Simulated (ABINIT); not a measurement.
# NaF (Villiaumite): G0W0 in ABINIT against the exchange cutoff

Aim: move the exchange cutoff of a G0W0 run on NaF (Villiaumite) over a wide range.

Main program and level: ABINIT 10.8.3; PBEsol and many-body steps on it, plane waves.

This is a report of a sequence of runs, with most program output left out.

### Step 1. The starting structure

The structure is cubic, space group Fm-3m (No. 225). Conventional cell: a = 4.640 Å, b = 4.640 Å, c = 4.640 Å, α = 90.00°, β = 90.00°, γ = 90.00°. Na has 6 F at 2.32 Å nearest. F has 6 Na at 2.32 Å nearest. Farther neighbours and most contacts between anions are not listed.

The cell and positions come from the Crystallography Open Database and are kept as given unless a step says otherwise.

### Step 2. Screening, 4×4×4 mesh, 26 bands, screening to 130.6 eV

This step: ABINIT 10.8.3; RPA screening on PBEsol, plane waves, norm-conserving pseudopotentials.

The RPA dielectric matrix is built and inverted for each q.

run.abi reads:

```
acell 3*1.0 Angstrom
rprim 
  -0.000000000000 2.320000000000 2.320000000000
  2.320000000000 -0.000000000000 2.320000000000
  2.320000000000 2.320000000000 -0.000000000000
ntypat 2
znucl 11 9
natom 2
typat 1 2
xred 
  0.000000000000 0.000000000000 0.000000000000
  0.500000000000 0.500000000000 0.500000000000
pp_dirpath "pseudos"
pseudos "Na.upf, F.upf"
ecut 38
ngkpt 4 4 4
nshiftk 1
shiftk 0 0 0
kptopt 1
chksymbreak 0
istwfk *1
occopt 1
irdwfk 1
optdriver 3
nband 26
ecuteps 4.8
inclvkb 2
awtr 1
symchi 1
indata_prefix "in"
outdata_prefix "out"
tmpdata_prefix "tmp"
```

On the command line:

```sh
> OMP_NUM_THREADS=1 mpirun -n 4 abinit run.abi > log
```

It took 3 s on 4 MPI ranks of Arm Neoverse V2, shared host; peak memory 0.1 GiB.

This step gave:

| Property | Result |
| --- | --- |
| ε∞ with local fields, on this mesh, along the program's q direction | 1.797 |
| the same without local fields | 1.867 |
| plasma frequency | 29.72 eV |
| plane waves in the screening matrix | 65 |

Local fields lower ε∞ by 4 %. On a Γ-centred mesh this coarse the value itself is usually too large, while a short band sum pulls it down.

### Step 3. 3.8 Ha

This step: G0W0 on PBEsol, plane waves, norm-conserving pseudopotentials.

run.abi: that of step 2 with these lines changed.

```diff
@@ -23,8 +23,15 @@
 irdwfk 1
-optdriver 3
+optdriver 4
 nband 26
+gwcalctyp 0
+ecutsigx 3.8
+symsigma 1
+nkptgw 1
+kptgw 
+  0.0000000000 0.0000000000 0.0000000000
+bdgw 
+  6 12
 ecuteps 4.8
-inclvkb 2
-awtr 1
-symchi 1
+irdscr 1
+ppmodel 1
 indata_prefix "in"
```

It took 1.8 s on 4 MPI ranks; peak memory 0.09 GiB; 6.8 s of CPU time.

This step gave:

```yaml
g0w0_gap_on_the_points_computed: 8.618 eV
starting_gap_on_the_mesh: 6.180 eV
k_of_the_valence_top: 0, 0, 0
k_of_the_conduction_bottom: 0, 0, 0
z_at_the_valence_top: 0.824
z_at_the_conduction_bottom: 0.905
least_direct_g0w0_gap_on_the_computed_points: 8.618 eV
```

### Step 4. 7.6 Ha

run.abi: that of step 3 with these lines changed.

```diff
@@ -26,3 +26,3 @@
 gwcalctyp 0
-ecutsigx 3.8
+ecutsigx 7.6
 symsigma 1
```

Run time: 1.8 s. Hardware: 4 MPI ranks; peak memory 0.09 GiB; 6.9 s of CPU time.

Numbers from this step:

| Property | Result |
| --- | --- |
| G0W0 gap on the points computed | 9.722 eV |
| starting gap on the mesh | 6.180 eV |
| k of the valence top | 0, 0, 0 |
| k of the conduction bottom | 0, 0, 0 |
| Z at the valence top | 0.822 |
| Z at the conduction bottom | 0.905 |
| least direct G0W0 gap on the computed points | 9.722 eV |

### Step 5. 15.2 Ha

The self-energy is evaluated for the states that the input lists, and the levels follow from it, in one-shot runs by the linearised quasiparticle equation.

run.abi: that of step 4 with these lines changed.

```diff
@@ -26,3 +26,3 @@
 gwcalctyp 0
-ecutsigx 7.6
+ecutsigx 15.2
 symsigma 1
```

Wall time 1.8 s (4 MPI ranks); peak memory 0.1 GiB; 7.1 s of CPU time.

This step gave:

- G0W0 gap on the points computed: 10.36 eV
- starting gap on the mesh: 6.180 eV
- k of the valence top: 0, 0, 0
- k of the conduction bottom: 0, 0, 0
- least direct G0W0 gap on the computed points: 10.36 eV

The gap on the mesh goes from 6.18 eV to 10.36 eV, a correction of +4.18 eV.

### Step 6. 26.6 Ha

run.abi: that of step 5 with these lines changed.

```diff
@@ -26,3 +26,3 @@
 gwcalctyp 0
-ecutsigx 15.2
+ecutsigx 26.6
 symsigma 1
```

It took 1.9 s on 4 MPI ranks; peak memory 0.1 GiB.

Numbers from this step:

| Quantity | Value |
| --- | --- |
| G0W0 gap on the points computed | 10.52 eV |
| starting gap on the mesh | 6.180 eV |
| k of the valence top | 0, 0, 0 |
| k of the conduction bottom | 0, 0, 0 |
| least direct G0W0 gap on the computed points | 10.52 eV |

Against the run before, the gap moves by +0.154 eV.

### Step 7. 38 Ha

run.abi: that of step 6 with these lines changed.

```diff
@@ -26,3 +26,3 @@
 gwcalctyp 0
-ecutsigx 26.6
+ecutsigx 38
 symsigma 1
```

Wall time 1.9 s (4 MPI ranks); peak memory 0.12 GiB.

Numbers from this step:

| Item | Value |
| --- | --- |
| G0W0 gap on the points computed | 10.55 eV |
| starting gap on the mesh | 6.180 eV |
| k of the valence top | 0, 0, 0 |
| k of the conduction bottom | 0, 0, 0 |
| least direct G0W0 gap on the computed points | 10.55 eV |

Against the run before, the gap moves by +0.037 eV.

### Step 8. Side by side

Times are wall times on 4 MPI ranks of Arm Neoverse V2, shared host, good to a factor of about two. A run's time includes the screening step that it read.

```csv
run,mesh,bands,screening cutoff (eV),DFT gap (eV),gap on the mesh (eV),direct (eV),ε∞ used,time
3.8 Ha,4×4×4,26,130.6,6.180,8.618,8.618,1.80,4.8 s
7.6 Ha,4×4×4,26,130.6,6.180,9.722,9.722,1.80,4.8 s
15.2 Ha,4×4×4,26,130.6,6.180,10.361,10.361,1.80,4.8 s
26.6 Ha,4×4×4,26,130.6,6.180,10.515,10.515,1.80,4.8 s
38 Ha,4×4×4,26,130.6,6.180,10.552,10.552,1.80,4.9 s
```

### Step 9. Results

```
3.8 Ha       : 8.618 eV
7.6 Ha       : 9.722 eV
15.2 Ha      : 10.361 eV
26.6 Ha      : 10.515 eV
38 Ha        : 10.552 eV
known limits : not at the basis limit; coarse k mesh
```

**Reading.** The setting moved: exchange cutoff. From 3.8 Ha to 38 Ha the gap moves by +1.93 eV. The last step still moves it by +0.037 eV. Bands and screening cutoff are coupled, so a series along one setting does not show full convergence. Below the screening cutoff the correlation part is cut too. Bands and cutoff are finite, so the gap is not at the basis limit. The miss can reach some tenths of an eV and take either sign; the mesh is an error of its own. In the first G0W0 run levels were corrected at 1 k point alone, so a gap called «on the mesh» is the least over those, and an edge elsewhere would be missed. The 4×4×4 mesh is coarse for this cell, which bears on the long-range parts of exchange and screening.

[Paths, hosts, dates, memory and timing lines, banners, echoed tables and standing remarks are left out of the program output.]

[Logs are printed without paths, hosts, clocks, repeated set-up lines and the standing remarks that a program may print on its own settings, such as how far it seeks lower states.]

[Runs of the session that timed out or met a known fault of the program may be left out.]

[No measured gap is set beside runs whose start may be inverted or whose files or cutoffs have a known fault.]

[Hosts, paths, dates, database ids (printed as entryN), source tags and the programs' standing remarks are cut or masked in the printed files.]

[G0W0 gaps are taken among the corrected bands and points alone; a level outside them can change the order at an edge.]

[Where Ansatz stands beside ABINIT at settings called matched, ABINIT's density can come from a denser mesh and the files from another edition; pairs whose starting gaps differed by over 0.03 eV were left out, so agreement reads better than it is.]
